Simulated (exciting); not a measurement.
# Ge K-edge absorption of LiGeN, all-electron BSE

Wanted: the near-edge spectrum and the bound core excitons at the Ge K edge of LiGeN.

Main program and level: exciting sodium; X-ray absorption, core-level Bethe-Salpeter equation, exchange and statically screened direct term, Tamm-Dancoff, all-electron LAPW+lo LDA.

## (1) The starting structure

Symmetry: P6_3mc, No. 186, hexagonal system. Conventional cell: a = 3.012 Å, b = 3.012 Å, c = 9.419 Å, α = 90.00°, β = 90.00°, γ = 120.00°. Nearest to Ge lie 3 N at 2.00 Å. N has 3 Ge at 2.00 Å and 3 Li at 2.18 Å nearest. Li has 3 N at 2.18 Å nearest. Farther neighbours and most contacts between anions are not listed.

As a file:

```xyz
6
Lattice="3.0124 0.0000 0.0000 -1.5062 2.6088 0.0000 0.0000 0.0000 9.4195" Properties=species:S:1:pos:R:3 pbc="T T T"
Ge    0.0000    0.0000    9.4008
Ge    0.0000    0.0000    4.6911
N     1.5062    0.8696    0.9723
N     0.0000    1.7392    5.6820
Li    0.0000    1.7392    2.2926
Li    1.5062    0.8696    7.0024
```

Differences between curves are given as r.m.s. difference over r.m.s. height.

## (2) The self-consistent potential

The species files are the program's own, with muffin-tin radii set in the input.

The input, input.xml:

```
<input>
  <title>LiGeN</title>
  <structure speciespath="." autormt="false" epslat="1.0e-5">
    <crystal>
      <basevect>5.6926271065 0.0000000000 0.0000000000</basevect>
      <basevect>-2.8463135532 4.9299596885 0.0000000000</basevect>
      <basevect>0.0000000000 0.0000000000 17.8001977489</basevect>
    </crystal>
    <species speciesfile="Ge.xml" rmt="2.127">
      <atom coord="0.0000000000 0.0000000000 0.9980230000"/>
      <atom coord="0.0000000000 0.0000000000 0.4980230000"/>
    </species>
    <species speciesfile="N.xml" rmt="1.542">
      <atom coord="0.6666666667 0.3333333333 0.1032230000"/>
      <atom coord="0.3333333333 0.6666666667 0.6032230000"/>
    </species>
    <species speciesfile="Li.xml" rmt="2.236">
      <atom coord="0.3333333333 0.6666666667 0.2433920000"/>
      <atom coord="0.6666666667 0.3333333333 0.7433920000"/>
    </species>
  </structure>
  <groundstate do="fromscratch" xctype="LDA_PW" ngridk="5 5 2" rgkmax="7" gmaxvr="14" nempty="8" swidth="0.001" maxscl="100" epsengy="1e-5"/>
</input>
```

Started as:

```console
> OMP_NUM_THREADS=1 mpirun -n 4 exciting
```

What it wrote:

```text
EXCITING SODIUM started
********************************************************************************
* Ground-state run starting from atomic densities                              *
********************************************************************************
+ Starting initialization                                                      +
 Lattice vectors (cartesian) :
      5.6926271065      0.0000000000      0.0000000000
     -2.8463135532      4.9299596885      0.0000000000
      0.0000000000      0.0000000000     17.8001977489
 Reciprocal lattice vectors (cartesian) :
      1.1037408897      0.6372450998     -0.0000000000
      0.0000000000      1.2744901996      0.0000000000
      0.0000000000     -0.0000000000      0.3529840171
 Unit cell volume                           :     499.5522640980
 Brillouin zone volume                      :       0.4965450690
 Species :    1 (Ge)
     parameters loaded from                 :    Ge.xml
     name                                   :    germanium
     nuclear charge                         :     -32.00000000
     electronic charge                      :      32.00000000
     atomic mass                            :  132359.93290000
     muffin-tin radius                      :       2.12700000
     # of radial points in muffin-tin       :     350
     atomic positions (lattice) :
       1 :   0.00000000  0.00000000  0.00000000
       2 :   0.00000000  0.00000000  0.50000000
 Species :    2 (N)
     parameters loaded from                 :    N.xml
     name                                   :    nitrogen
     nuclear charge                         :      -7.00000000
     electronic charge                      :       7.00000000
     atomic mass                            :   25532.72506000
     muffin-tin radius                      :       1.54200000
     # of radial points in muffin-tin       :     250
     atomic positions (lattice) :
       1 :   0.66666667  0.33333333  0.10520000
       2 :   0.33333333  0.66666667  0.60520000
 Species :    3 (Li)
     parameters loaded from                 :    Li.xml
     name                                   :    lithium
     nuclear charge                         :      -3.00000000
     electronic charge                      :       3.00000000
     atomic mass                            :   12652.66897000
     muffin-tin radius                      :       2.23600000
     # of radial points in muffin-tin       :     250
     atomic positions (lattice) :
       1 :   0.33333333  0.66666667  0.24536900
       2 :   0.66666667  0.33333333  0.74536900
 Total number of atoms per unit cell        :       6
 Spin treatment                             :    spin-unpolarised
 Number of Bravais lattice symmetries       :      24
 Number of crystal symmetries               :      12
 k-point grid                               :       5    5    2
 Total number of k-points                   :      10
 k-point set is reduced with crystal symmetries
 R^MT_min * |G+k|_max (rgkmax)              :       7.00000000
 Species with R^MT_min                      :       2 (N)
 Maximum |G+k| for APW functions            :       4.53955901
 Maximum |G| for potential and density      :      14.00000000
 G-vector grid sizes                        :      27    27    80
 Total number of G-vectors                  :   23119
 Maximum angular momentum used for
     APW functions                          :       8
     computing H and O matrix elements      :       8
     potential and density                  :       8
     inner part of muffin-tin               :       2
 Total nuclear charge                       :     -84.00000000
 Total electronic charge                    :      84.00000000
 Total core charge                          :      40.00000000
 Total valence charge                       :      44.00000000
 Number of empty states                     :       8
 Total number of valence states             :      31
 Maximum Hamiltonian size                   :     840
 Maximum number of plane-waves              :     800
 Total number of local-orbitals             :      40
 Exchange-correlation type                  :       3
     Perdew-Wang, Phys. Rev. B 45, 13244 (1992)
 Smearing scheme                            :    Gaussian
 Smearing width                             :       0.00100000
 Using multisecant Broyden potential mixing
+ Ending initialization                                                        +
********************************************************************************
* Groundstate module started                                                   *
********************************************************************************
 Output level for this task is set to normal
+ Self-consistent loop started                                                 +
 Density and potential initialised from atomic data
+ SCF iteration number :    1                                                  +
 Total energy                               :     -4311.38788039
 _______________________________________________________________
 Fermi energy                               :         0.19279629
 Kinetic energy                             :      4406.27880316
 Coulomb energy                             :     -8547.12759500
 Exchange energy                            :      -163.45277567
 Correlation energy                         :        -7.08631287
 DOS at Fermi energy (states/Ha/cell)       :         0.00000000
 Electron charges :
     core                                   :        40.00000000
     core leakage                           :         0.00335410
     valence                                :        44.00000000
     interstitial                           :         7.14801137
     charge in muffin-tin spheres :
                  atom     1    Ge          :        29.62901066
                  atom     2    Ge          :        29.62901066
                  atom     3     N          :         6.41711068
                  atom     4     N          :         6.41711068
                  atom     5    Li          :         2.37987297
                  atom     6    Li          :         2.37987297
     total charge in muffin-tins            :        76.85198863
     total charge                           :        84.00000000
 Estimated fundamental gap                  :         0.09628142
        valence-band maximum at    5      0.4000  0.2000  0.0000
     conduction-band minimum at    3      0.4000  0.0000  0.0000
[... further iterations ...]
| Convergence targets achieved. Performing final SCF iteration                 +
 Total energy                               :     -4316.06995000
 _______________________________________________________________
 Fermi energy                               :         0.20617092
 Kinetic energy                             :      4401.82841884
 Coulomb energy                             :     -8547.74961738
 Exchange energy                            :      -163.08415293
 Correlation energy                         :        -7.06459853
 DOS at Fermi energy (states/Ha/cell)       :         0.00000000
 Electron charges :
     core                                   :        40.00000000
     core leakage                           :         0.00323864
     valence                                :        44.00000000
     interstitial                           :         7.80464534
     charge in muffin-tin spheres :
                  atom     1    Ge          :        29.92802975
                  atom     2    Ge          :        29.92802975
                  atom     3     N          :         5.73184562
                  atom     4     N          :         5.73184562
                  atom     5    Li          :         2.43780197
                  atom     6    Li          :         2.43780197
     total charge in muffin-tins            :        76.19535466
     total charge                           :        84.00000000
 Estimated fundamental gap                  :         0.07124894
        valence-band maximum at    2      0.2000  0.0000  0.0000
     conduction-band minimum at    3      0.4000  0.0000  0.0000
+ Self-consistent loop stopped                                                 +
 STATE.OUT is written
********************************************************************************
* Groundstate module stopped                                                   *
********************************************************************************
 Total time spent (seconds)                 :        59.30
| EXCITING SODIUM stopped                                                      =
```

Run time: 60 s. Hardware: 4 MPI ranks of Arm Neoverse V2, shared host.

The mesh shows a gap of 1.94 eV. Core levels (Dirac, from the valence top):

| atom | level | energy (eV) |
| --- | --- | --- |
| Ge | 2s1/2 | -1363.2 |
| Ge | 2p1/2 | -1213.3 |
| Ge | 2p3/2 | -1181.5 |
| Ge | 3s1/2 | -162.1 |
| Ge | 3p1/2 | -112.7 |
| Ge | 3p3/2 | -108.4 |
| N | 1s1/2 | -372.6 |

## (3) A richer basis for the empty states

Each species file gets more local orbitals, built from u and its energy derivative at 0.15 Ha and u at 0.9 Ha.

input.xml is that of step 2.

The input, SPECIES.xml, added lines:

```
<lo l="L">  <!-- L = 0, 1, 2 -->
  <wf matchingOrder="0" trialEnergy="0.1500" searchE="false"/>
  <wf matchingOrder="1" trialEnergy="0.1500" searchE="false"/>
  <wf matchingOrder="0" trialEnergy="0.9000" searchE="false"/>
</lo>
```

Started as:

```console
> OMP_NUM_THREADS=1 mpirun -n 4 exciting
```

What it wrote:

```text
EXCITING SODIUM started
********************************************************************************
* Ground-state run starting from atomic densities                              *
********************************************************************************
+ Starting initialization                                                      +
[... lattice and species ...]
 Spin treatment                             :    spin-unpolarised
 Number of Bravais lattice symmetries       :      24
[...]
valence-band maximum at    2      0.2000  0.0000  0.0000
     conduction-band minimum at    3      0.4000  0.0000  0.0000
+ Self-consistent loop stopped                                                 +
 STATE.OUT is written
********************************************************************************
* Groundstate module stopped                                                   *
********************************************************************************
 Total time spent (seconds)                 :        67.15
| EXCITING SODIUM stopped                                                      =
[key lines of the parts left out:]
Total energy                               :     -4316.07144472
Fermi energy                               :         0.20645892
```

Run time: 69 s. Hardware: 4 MPI ranks.

Against the first ground state the total energy moves by -7 meV an atom and the gap by 0.00 eV.

[end of part 1 of 3]

[Banner, clock and machine lines of the logs are left out without a mark of their own.]

[Logs are printed without paths, hosts, clocks, repeated set-up lines and the standing remarks that a program may print on its own settings, such as how far it seeks lower states.]

[Hosts, paths, dates, database ids (printed as entryN), source tags and the programs' standing remarks are cut or masked in the printed files.]
